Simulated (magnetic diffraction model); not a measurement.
# LiCrAg2Cl6: what an assumed order does to the neutron pattern

Space group Fm-3m (no. 225), a = 9.6980 Å.

| site | atom | x | y | z |
| --- | --- | --- | --- | --- |
| 8c | Ag | 1/4 | 1/4 | 3/4 |
| 4a | Cr | 0 | 0 | 0 |
| 24e | Cl | 0 | 0 | 0.7659 |
| 4b | Li | 1/2 | 0 | 0 |

This is a made-up structure (elements placed in a structure type, unrelaxed), so the numbers test the method and describe no known phase.

Only Cr is taken to order (form factors of Cr3+); orders and moment sizes are assumed, and not adapted to the symmetry. Radiation: neutrons of λ = 2.41 Å, 8° to 90°; isotropic B of 0.26 Å² (Ag), 0.27 Å² (Cr), 0.28 Å² (Cl) and 0.46 Å² (Li). Simulated constant-wavelength pattern: nuclear and magnetic terms add, the magnetic one as |2.695 fm × Σ f S⊥ exp(2πi Q·r) exp(−B s²)|², summed over all Q at one angle with the factor 1/(sin²θ cos θ). For collinear order S is the moment m, which repeats by lattice and centring translations R with the sign exp(−2πi k·R). Free-ion form factors, Sears's scattering lengths of 1992, no absorption; a label names one of the reflections at its angle. The strongest nuclear line in the range is 100, and lines under 0.2 are left out.

Assume the order k = (0 1 0), collinear moments along [110], 2.86 μB on Cr.

Predict the pattern, nuclear and magnetic parts apart.

```tsv
2θ (°)	index	nuclear	magnetic
14.28	(0 1 0)	0.0	1.8
20.24	(1 0 1)	0.0	2.5
24.86	(1 1 1)	10.8	0.0
28.78	(2 0 0)	4.3	0.0
32.26	(2 1 0)	0.0	1.6
35.44	(1 2 1)	0.0	1.1
41.15	(2 2 0)	1.1	0.0
43.77	(2 1 2)	0.0	0.9
46.27	(3 0 1)	0.0	0.7
48.67	(3 1 1)	1.0	0.0
50.99	(2 2 2)	100.0	0.0
53.23	(2 3 0)	0.0	0.4
55.41	(3 2 1)	0.0	0.8
59.60	(4 0 0)	63.8	0.0
61.63	(4 1 0)	0.0	0.5
63.63	(3 0 3)	0.0	0.3
65.59	(3 3 1)	0.7	0.0
67.51	(4 2 0)	2.8	0.0
69.42	(4 1 2)	0.0	0.4
74.99	(4 2 2)	1.5	0.0
78.63	(5 0 1)	0.0	0.4
80.43	(5 1 1)	13.5	0.0
84.00	(4 3 2)	0.0	0.3
89.32	(4 4 0)	72.8	0.0
```

The strongest magnetic line in the range is (1 0 1) at 20.24° (2.5). On top of the Lorentz factor, which all lines share, magnetic lines fade with angle because f falls: for Cr3+ it is 0.90, 0.67, 0.42 and 0.11 at sin θ/λ = 0.1, 0.2, 0.3 and 0.5 Å⁻¹, while nuclear lengths stay constant. The order has no net moment.

[Logs are printed without paths, hosts, clocks, repeated set-up lines and the standing remarks that a program may print on its own settings, such as how far it seeks lower states.]
